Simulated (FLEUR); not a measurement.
**LuFeC2: parallel and opposed starts**

Does LuFeC2 prefer parallel or opposed moments?

Main program and level: FLEUR MaX-R8.1; PBEsol; all-electron FLAPW, Dirac cores, scalar-relativistic bands.

## Step 1: Set-up

The structure is orthorhombic, space group Amm2 (No. 38). The conventional cell has a = 3.454 Å, b = 4.498 Å, c = 5.913 Å, α = 90.00°, β = 90.00°, γ = 90.00°. Nearest to Lu lie 8 C at 2.54 to 2.62 Å. Nearest to Fe lie 4 C at 1.91 to 1.96 Å. Nearest to C lie 1 C at 1.41 Å and 2 Fe at 1.91 to 1.96 Å and 4 Lu at 2.54 to 2.62 Å. Farther neighbours are not listed.

Coordinates:

```cif
data_structure
_symmetry_space_group_name_H-M 'P 1'
_symmetry_Int_Tables_number 1
_cell_length_a 3.4536
_cell_length_b 3.7145
_cell_length_c 3.7145
_cell_angle_alpha 74.517
_cell_angle_beta 90.000
_cell_angle_gamma 90.000
_cell_volume 45.92
loop_
_atom_site_label
_atom_site_type_symbol
_atom_site_fract_x
_atom_site_fract_y
_atom_site_fract_z
_atom_site_occupancy
Lu1 Lu 0.00000 0.99225 0.99225 1
Fe2 Fe 0.50000 0.39129 0.39129 1
C3 C 0.50000 0.85728 0.54418 1
C4 C 0.50000 0.54418 0.85728 1
```

The cell comes from a database of computed structures and need not be the stable phase.

## Step 2: Start 1: ferro +

The parallel start is the test of whether parallel moments hold.

inpgen writes inp.xml from crystal.txt; cutoffs, mixing, functional, smearing and local orbitals are then set in the file. The k list default-1 (kpts.xml, not shown) is a Γ-centred 8×8×8 mesh; where the ranks do not divide the number of points, some are split in two of half the weight.

inp.xml reads:

```
<?xml version="1.0" encoding="UTF-8" standalone="no"?>
<fleurInput fleurInputVersion="0.39">
   <comment>
      LuFeC2
   </comment>
   <calculationSetup>
      <cutoffs Kmax="4.4" Gmax="13.2" GmaxXC="13.2" numbands="0"/>
      <scfLoop itmax="90" minDistance="0.00002" maxIterBroyd="15" imix="Anderson" alpha="0.05" precondParam="0.0" spinf="2.0" sdNocoIR="T"/>
      <coreElectrons ctail="T" frcor="F" kcrel="0" coretail_lmax="0"/>
      <xcFunctional name="PBEs" relativisticCorrections="F"/>
      <magnetism jspins="2"/>
      <soc l_soc="F" theta="0.0" phi="0.0" spav="F"/>
      <expertModes spex="0" secvar="F"/>
      <geometryOptimization l_f="F" forcealpha="1.0" forcemix="BFGS" epsdisp="0.00001" epsforce="0.00001"/>
      <ldaU l_linMix="F" mixParam="0.05" spinf="1.0"/>
   </calculationSetup>
   <cell>
      <bzIntegration valenceElectrons="49.0" mode="hist" fermiSmearingEnergy="0.00110248">
         <kPointListSelection listName="default-1"/>
         <xi:include xmlns:xi="http://www.w3.org/2001/XInclude" href="kpts.xml"> </xi:include>
      </bzIntegration>
      <xi:include xmlns:xi="http://www.w3.org/2001/XInclude" href="sym.xml"> </xi:include>
      <bulkLattice scale="1.0">
         <bravaisMatrix>
            <row-1>    6.5262648292425274     0.0000000000000000     0.0000000000000000</row-1>
            <row-2>    0.0000000000000000     4.2495460851989328     5.5867568633857880</row-2>
            <row-3>    0.0000000000000000    -4.2495460851989328     5.5867568633857880</row-3>
         </bravaisMatrix>
      </bulkLattice>
   </cell>
   <atomSpecies>
      <species name="Lutetium (Lu)" element="Lu" atomicNumber="71">
         <mtSphere radius="2.8" gridPoints="925" logIncrement="0.014"/>
         <atomicCutoffs lmax="10" lnonsphr="8"/>
         <electronConfig flipSpins="F">
            <coreConfig>(1s1/2) (2s1/2) (2p1/2) (2p3/2) (3s1/2) (3p1/2) (3p3/2) (4s1/2) (3d3/2) (3d5/2) (4p1/2) (4p3/2) (4d3/2) (4d5/2)</coreConfig>
            <valenceConfig>(5s1/2) (5p1/2) (5p3/2) (6s1/2) (4f5/2) (4f7/2) (5d3/2) (5d5/2)</valenceConfig>
            <stateOccupation state="(5d3/2)" spinUp="0.200000" spinDown="0.200000"/>
            <stateOccupation state="(5d5/2)" spinUp="0.300000" spinDown="0.300000"/>
         </electronConfig>
         <energyParameters s="6" p="6" d="5" f="4"/>
         <lo type="SCLO" l="0" n="5" eDeriv="0"/>
         <lo type="SCLO" l="1" n="5" eDeriv="0"/>
      </species>
      <species name="Iron (Fe) 2.801" element="Fe" atomicNumber="26">
         <mtSphere radius="2.23" gridPoints="737" logIncrement="0.016"/>
         <atomicCutoffs lmax="8" lnonsphr="6"/>
         <electronConfig flipSpins="F">
            <coreConfig>(1s1/2) (2s1/2) (2p1/2) (2p3/2)</coreConfig>
            <valenceConfig>(3s1/2) (3p1/2) (3p3/2) (4s1/2) (3d3/2) (3d5/2)</valenceConfig>
            <stateOccupation state="(3d3/2)" spinUp="1.4005" spinDown="0.9995"/>
            <stateOccupation state="(3d5/2)" spinUp="3.0" spinDown="0.6"/>
         </electronConfig>
         <energyParameters s="4" p="4" d="3" f="4"/>
         <lo type="SCLO" l="0" n="3" eDeriv="0"/>
         <lo type="SCLO" l="1" n="3" eDeriv="0"/>
      </species>
      <species name="Carbon (C)" element="C" atomicNumber="6">
         <mtSphere radius="1.3" gridPoints="431" logIncrement="0.024"/>
         <atomicCutoffs lmax="6" lnonsphr="4"/>
         <electronConfig flipSpins="F">
            <coreConfig>(1s1/2)</coreConfig>
            <valenceConfig>(2s1/2) (2p1/2) (2p3/2)</valenceConfig>
            <stateOccupation state="(2p1/2)" spinUp="0.333333" spinDown="0.333333"/>
            <stateOccupation state="(2p3/2)" spinUp="0.666667" spinDown="0.666667"/>
         </electronConfig>
         <energyParameters s="2" p="2" d="3" f="4"/>
      </species>
   </atomSpecies>
   <atomGroups>
      <atomGroup species="Lutetium (Lu)">
         <relPos label="                   1">.0000000000 -.0077542400 -.0077542400</relPos>
         <force calculate="T" relaxXYZ="TTT"/>
      </atomGroup>
      <atomGroup species="Iron (Fe) 2.801">
         <relPos label="                   2">1.000/2.000 .3912907300 .3912907300</relPos>
         <force calculate="T" relaxXYZ="TTT"/>
      </atomGroup>
      <atomGroup species="Carbon (C)">
         <relPos label="                   3">1.000/2.000 -.1427186000 -.4558180600</relPos>
         <relPos label="                   4">1.000/2.000 -.4558180600 -.1427186000</relPos>
         <force calculate="T" relaxXYZ="TTT"/>
      </atomGroup>
   </atomGroups>
   <output dos="F" band="F" slice="F">
      <bandDOS minEnergy="-.5*Htr" maxEnergy="0.5*Htr" sigma="0.015" storeEVData="T"/>
      <plotting iplot="0" polar="F">
         <plot TwoD="T" vec1="  1.0  0.0  0.0" vec2="  0.0  1.0  0.0" vec3="  0.0  0.0  1.0" zero="  0.0  0.0  0.0" file="plot"/>
      </plotting>
      <moessbauerParams electricFieldGradient="F" isomerShift="F" coreHyperfine="F" valenceHyperfine="F"/>
   </output>
</fleurInput>
```

crystal.txt reads:

```
LuFeC2
&input film=F cartesian=F /
3.45355062000  0.00000000000  0.00000000000
0.00000000000  2.24876294500  2.95638441500
0.00000000000  -2.24876294500  2.95638441500
1.8897261246
1.0 1.0 1.0

4
71 0.00000000000  0.99224576000  0.99224576000
26 0.50000000000  0.39129073000  0.39129073000 : 2.801
6 0.50000000000  0.85728140000  0.54418194000
6 0.50000000000  0.54418194000  0.85728140000

&kpt div1=8 div2=8 div3=8 gamma=T /
```

The run is started by

```bash
$ OMP_NUM_THREADS=1 inpgen -f crystal.txt > inpgen.log  # inp.xml is then edited as shown
$ OMP_NUM_THREADS=1 mpirun -n 4 fleur_MPI > fleur.log
```

What it wrote:

```text
Welcome to FLEUR        (www.flapw.de)
      MaX-Release 8.1          (www.max-centre.eu)

 ========== k-point set info ==========
 Selected k-point list: default-1
 k-point list type: mesh
 0 x 0 x 0
 Number of k points: 108

 ------------Calculation Setup---------------------------
 Number of MPI-tasks      :            4
 Number of PE/node        :            4
 Number of OMP-threads    :            1
 k-points in parallel     :            4
 pe's per k-point         :            1
 No of k-point loops      :           27
 Eigenvalue solver        :       lapack
 Number of basis functions:          488
 Approximate size of matrices (H+S) per k-point:         0.007 GB
 --------------------------------------------------------
 Iteration:     1   Distance:      22.63114756 me/bohr^3
 Iteration:     2   Distance:      18.82592592 me/bohr^3
 Iteration:     3   Distance:      13.89918235 me/bohr^3
 Iteration:     4   Distance:      10.08728525 me/bohr^3
 Iteration:     5   Distance:       8.85686724 me/bohr^3
 Iteration:     6   Distance:       5.71057153 me/bohr^3
 Iteration:     7   Distance:       5.63073846 me/bohr^3
 Iteration:     8   Distance:       2.68838216 me/bohr^3
 Iteration:     9   Distance:       2.78825940 me/bohr^3
 Iteration:    10   Distance:       1.79079295 me/bohr^3
[... 18 iterations left out ...]
 Iteration:    29   Distance:       0.00075979 me/bohr^3
 Iteration:    30   Distance:       0.00073675 me/bohr^3
 Iteration:    31   Distance:       0.00068576 me/bohr^3
 Iteration:    32   Distance:       0.00025592 me/bohr^3
 Iteration:    33   Distance:       0.00013341 me/bohr^3
 Iteration:    34   Distance:       0.00008898 me/bohr^3
 Iteration:    35   Distance:       0.00007722 me/bohr^3
 Iteration:    36   Distance:       0.00006071 me/bohr^3
 Iteration:    37   Distance:       0.00004484 me/bohr^3
 Iteration:    38   Distance:       0.00001983 me/bohr^3

 ********************************************************************
 Run finished successfully
 Stop message:
   all done
 ********************************************************************

--- out.xml (last complete iteration) ---
<iteration numberForCurrentRun="   38" overallNumber="   38">
         [... left out ...]
         <bandgap value="0.0079070095" units="eV"/>
         <sumValenceSingleParticleEnergies value="-12.3266759278" units="Htr"/>
         <FermiEnergy value="0.4360340127" units="Htr"/>
         <valenceDensity>
            <mtCharges spin="1">
               <mtCharge atomType="1" total="11.7574399" s="1.1305688" p="3.1118572" d="0.4882680" f="7.0121433"/>
               <mtCharge atomType="2" total="8.0305596" s="1.1911722" p="3.2373985" d="3.5718705" f="0.0229751"/>
               <mtCharge atomType="3" total="0.9146350" s="0.3134579" p="0.5909262" d="0.0091531" f="0.0009245"/>
            </mtCharges>
            <mtCharges spin="2">
               <mtCharge atomType="1" total="11.7734207" s="1.1333929" p="3.1138347" d="0.5027649" f="7.0095091"/>
               <mtCharge atomType="2" total="7.0628547" s="1.1774430" p="3.2233376" d="2.6317326" f="0.0229456"/>
               <mtCharge atomType="3" total="0.9170302" s="0.3146824" p="0.5925934" d="0.0087438" f="0.0008489"/>
            </mtCharges>
            <spinDependentCharge spin="1" total="24.9734390" interstitial="3.3561695" mtSpheres="21.6172695"/>
            <spinDependentCharge spin="2" total="24.0265610" interstitial="3.3562252" mtSpheres="20.6703358"/>
            <totalCharge value="49.0000000000"/>
         </valenceDensity>
         [... left out ...]
         <allElectronCharges>
            <spinDependentCharge spin="1" total="54.9734390" interstitial="3.3564453" mtSpheres="51.6169936"/>
            <spinDependentCharge spin="2" total="54.0265610" interstitial="3.3565012" mtSpheres="50.6700598"/>
            <totalCharge value="108.9999999947"/>
         </allElectronCharges>
         <magneticMomentsInMTSpheres units="muBohr">
            <globalMagMoment atomType="1" vec="0.00000   0.00000  -0.01598"/>
            <localMagMoment atomType="1" vec="0.00000   0.00000  -0.01598"/>
            <globalMagMoment atomType="2" vec="0.00000   0.00000   0.96770"/>
            <localMagMoment atomType="2" vec="0.00000   0.00000   0.96770"/>
            <globalMagMoment atomType="3" vec="0.00000   0.00000  -0.00240"/>
            <localMagMoment atomType="3" vec="0.00000   0.00000  -0.00240"/>
         </magneticMomentsInMTSpheres>
         <moessbauerParams unitsHFF="kG" unitsIS="e/bohr^3" unitsEFG="Htr/bohr^2">
         </moessbauerParams>
         <totalEnergy value="   -15924.2688373056" units="Htr">
            <sumOfEigenvalues value="    -9667.9930612109">
               <coreElectrons value="-9655.6663852831"/>
               <valenceElectrons value="-12.3266759278"/>
            </sumOfEigenvalues>
            <densityCoulombPotentialIntegral value="-26804.4037502537"/>
            <densityEffectivePotentialIntegral value="-27281.9200192878"/>
            <chargeDenXCDenIntegral value="-363.0607422230"/>
            <FockExchangeEnergyValence value="0.0000000000"/>
            <FockExchangeEnergyCore value="0.0000000000"/>
            <atomTypeDependentContributions atomType="1">
               <electronNucleiInteractionDifferentMTs value="18117.1666108348"/>
               <MadelungTerm value="-33.0709535973"/>
            </atomTypeDependentContributions>
            <atomTypeDependentContributions atomType="2">
               <electronNucleiInteractionDifferentMTs value="1520.9030646045"/>
               <MadelungTerm value="-10.0102756243"/>
            </atomTypeDependentContributions>
            <atomTypeDependentContributions atomType="3">
               <electronNucleiInteractionDifferentMTs value="81.8379710013"/>
               <MadelungTerm value="-9.9443023704"/>
            </atomTypeDependentContributions>
            <tkbTimesEntropy value="0.0002456986"/>
            <freeEnergy value="-15924.2690830042"/>
            <extrapolationTo0K value="-15924.2689601549"/>
         </totalEnergy>
         <densityConvergence units="me/bohr^3">
            <chargeDensity spin="1" distance="0.0000116595"/>
            <chargeDensity spin="2" distance="0.0000154352"/>
            <overallChargeDensity distance="0.0000188498"/>
            <spinDensity distance="0.0000198258"/>
         </densityConvergence>
      </iteration>
```

The job ended after 6.1 min (4 MPI ranks of Intel Xeon Platinum 8375C at 2.90GHz (Ice Lake), shared host; peak memory 0.46 GiB).

Spin moment in the muffin-tin sphere by atom:

| atom | spin moment in the muffin-tin sphere (μB) |
| --- | --- |
| Lu1 | -0.016 |
| Fe2 | 0.968 |
| C3 | -0.002 |
| C4 | -0.002 |

Read from the output:

```
free energy                                                       : -433321.4367 eV
program's band gap on this mesh (in a metal only a level spacing) : 0.007907 eV
magnetization                                                     : 0.9469 μB
final state                                                       : ferromagnetic
```

After 38 cycles the largest moment stands at 0.968 μB.

## Step 3: Start 2: antiferro q=(1/2,1/2,1/2) +-

Reversing part of the moments tests the sign of the couplings between them.

This order needs a doubled cell of 8 atoms. The mesh is halved along the doubled vector, so that both cells sample the same points. The k list default-1 (kpts.xml, not shown) is a Γ-centred 4×8×8 mesh.

Edit inp.xml of step 2 so:

```diff
@@ -17,3 +17,3 @@
    <cell>
-      <bzIntegration valenceElectrons="49.0" mode="hist" fermiSmearingEnergy="0.00110248">
+      <bzIntegration valenceElectrons="98.0" mode="hist" fermiSmearingEnergy="0.00110248">
          <kPointListSelection listName="default-1"/>
@@ -24,5 +24,5 @@
          <bravaisMatrix>
-            <row-1>    6.5262648292425274     0.0000000000000000     0.0000000000000000</row-1>
-            <row-2>    0.0000000000000000     4.2495460851989328     5.5867568633857880</row-2>
-            <row-3>    0.0000000000000000    -4.2495460851989328     5.5867568633857880</row-3>
+            <row-1>   13.0525296584850548     0.0000000000000000     0.0000000000000000</row-1>
+            <row-2>    6.5262648292425274     4.2495460851989328     5.5867568633857880</row-2>
+            <row-3>    6.5262648292425274    -4.2495460851989328     5.5867568633857880</row-3>
          </bravaisMatrix>
@@ -57,2 +57,15 @@
       </species>
+      <species name="Iron (Fe) -2.801" element="Fe" atomicNumber="26">
+         <mtSphere radius="2.23" gridPoints="737" logIncrement="0.016"/>
+         <atomicCutoffs lmax="8" lnonsphr="6"/>
+         <electronConfig flipSpins="F">
+            <coreConfig>(1s1/2) (2s1/2) (2p1/2) (2p3/2)</coreConfig>
+            <valenceConfig>(3s1/2) (3p1/2) (3p3/2) (4s1/2) (3d3/2) (3d5/2)</valenceConfig>
+            <stateOccupation state="(3d3/2)" spinUp="0.9995" spinDown="1.4005"/>
+            <stateOccupation state="(3d5/2)" spinUp="0.6" spinDown="3.0"/>
+         </electronConfig>
+         <energyParameters s="4" p="4" d="3" f="4"/>
+         <lo type="SCLO" l="0" n="3" eDeriv="0"/>
+         <lo type="SCLO" l="1" n="3" eDeriv="0"/>
+      </species>
       <species name="Carbon (C)" element="C" atomicNumber="6">
@@ -71,3 +84,4 @@
       <atomGroup species="Lutetium (Lu)">
-         <relPos label="                   1">.0000000000 -.0077542400 -.0077542400</relPos>
+         <relPos label="                   1">.0077542400 -.0077542400 -.0077542400</relPos>
+         <relPos label="                   2">-.4922457600 -.0077542400 -.0077542400</relPos>
          <force calculate="T" relaxXYZ="TTT"/>
@@ -75,3 +89,7 @@
       <atomGroup species="Iron (Fe) 2.801">
-         <relPos label="                   2">1.000/2.000 .3912907300 .3912907300</relPos>
+         <relPos label="                   3">-.1412907300 .3912907300 .3912907300</relPos>
+         <force calculate="T" relaxXYZ="TTT"/>
+      </atomGroup>
+      <atomGroup species="Iron (Fe) -2.801">
+         <relPos label="                   4">.3587092700 .3912907300 .3912907300</relPos>
          <force calculate="T" relaxXYZ="TTT"/>
@@ -79,4 +97,9 @@
       <atomGroup species="Carbon (C)">
-         <relPos label="                   3">1.000/2.000 -.1427186000 -.4558180600</relPos>
-         <relPos label="                   4">1.000/2.000 -.4558180600 -.1427186000</relPos>
+         <relPos label="                   5">-.4507316700 -.1427186000 -.4558180600</relPos>
+         <relPos label="                   7">-.4507316700 -.4558180600 -.1427186000</relPos>
+         <force calculate="T" relaxXYZ="TTT"/>
+      </atomGroup>
+      <atomGroup species="Carbon (C)">
+         <relPos label="                   6">.0492683300 -.1427186000 -.4558180600</relPos>
+         <relPos label="                   8">.0492683300 -.4558180600 -.1427186000</relPos>
          <force calculate="T" relaxXYZ="TTT"/>
```

crystal.txt reads:

```
LuFeC2
&input film=F cartesian=F /
6.90710124000  0.00000000000  0.00000000000
3.45355062000  2.24876294500  2.95638441500
3.45355062000  -2.24876294500  2.95638441500
1.8897261246
1.0 1.0 1.0

8
71 0.00775424000  0.99224576000  0.99224576000
71 0.50775424000  0.99224576000  0.99224576000
26 0.85870927000  0.39129073000  0.39129073000 : 2.801
26 0.35870927000  0.39129073000  0.39129073000 : -2.801
6 0.54926833000  0.85728140000  0.54418194000
6 0.04926833000  0.85728140000  0.54418194000
6 0.54926833000  0.54418194000  0.85728140000
6 0.04926833000  0.54418194000  0.85728140000

&kpt div1=4 div2=8 div3=8 gamma=T /
```

What it wrote:

```text
[banner, memory and clock lines left out]
Welcome to FLEUR        (www.flapw.de)
      MaX-Release 8.1          (www.max-centre.eu)

 ========== k-point set info ==========
 Selected k-point list: default-1
 k-point list type: mesh
 0 x 0 x 0
 Number of k points: 56

 [... set-up left out ...]
 Iteration:     1   Distance:      23.40049261 me/bohr^3
 Iteration:     2   Distance:      19.27306329 me/bohr^3
 Iteration:     3   Distance:      13.66184147 me/bohr^3
 Iteration:     4   Distance:      10.62235866 me/bohr^3
 Iteration:     5   Distance:      10.10801323 me/bohr^3
 Iteration:     6   Distance:       7.42748447 me/bohr^3
 Iteration:     7   Distance:       6.15817459 me/bohr^3
 Iteration:     8   Distance:       3.41499385 me/bohr^3
[... lines left out ...]
[... 70 iterations left out ...]
[... lines left out ...]
 Iteration:    85   Distance:       0.00013099 me/bohr^3
 Iteration:    86   Distance:       0.00012777 me/bohr^3
 Iteration:    87   Distance:       0.00012789 me/bohr^3
 Iteration:    88   Distance:       0.00012428 me/bohr^3
 Iteration:    89   Distance:       0.00011767 me/bohr^3
 Iteration:    90   Distance:       0.00011587 me/bohr^3

 ********************************************************************
 Run finished successfully
 Stop message:
   all done
 ********************************************************************

--- out.xml (last complete iteration) ---
<iteration numberForCurrentRun="   90" overallNumber="   90">
         [... left out ...]
         <bandgap value="0.0181772048" units="eV"/>
         <sumValenceSingleParticleEnergies value="-24.6535236566" units="Htr"/>
         <FermiEnergy value="0.4349934807" units="Htr"/>
         [... left out ...]
         <magneticMomentsInMTSpheres units="muBohr">
            <globalMagMoment atomType="1" vec="0.00000   0.00000   0.00000"/>
            <globalMagMoment atomType="2" vec="0.00000   0.00000   0.36139"/>
            <globalMagMoment atomType="3" vec="0.00000   0.00000  -0.36141"/>
            <globalMagMoment atomType="4" vec="0.00000   0.00000   0.00466"/>
            <globalMagMoment atomType="5" vec="0.00000   0.00000  -0.00466"/>
         </magneticMomentsInMTSpheres>
         [... left out ...]
         <totalEnergy value="   -31848.5351429283" units="Htr">
            <sumOfEigenvalues value="   -19336.0575127133">
               <coreElectrons value="-19311.4039890567"/>
               <valenceElectrons value="-24.6535236566"/>
            </sumOfEigenvalues>
         [... left out ...]
            <freeEnergy value="-31848.5358587107"/>
            <extrapolationTo0K value="-31848.5355008195"/>
         </totalEnergy>
         <densityConvergence units="me/bohr^3">
            <chargeDensity spin="1" distance="0.0000609391"/>
            <chargeDensity spin="2" distance="0.0000563772"/>
            <overallChargeDensity distance="0.0000189001"/>
            <spinDensity distance="0.0001158737"/>
         </densityConvergence>
      </iteration>
```

The job ended after 31 min (4 MPI ranks; peak memory 0.87 GiB).

The run stopped without converging, so none of its numbers is a property of the system.

After 90 cycles the density distance stands at 1.2e-4 me/bohr³, above the threshold of 2e-05.

(Continued in part 2 of 3.)

[Logs and program files are shortened in this print: banners, set-up blocks, solver, clock and traceback lines can be left out without a mark of their own.]

[Logs are printed without paths, hosts, clocks, repeated set-up lines and the standing remarks that a program may print on its own settings, such as how far it seeks lower states.]

[Hosts, paths, dates, database ids (printed as entryN), source tags and the programs' standing remarks are cut or masked in the printed files.]

[Where a cell is said to come from a database of computed structures, the database is the Materials Project.]
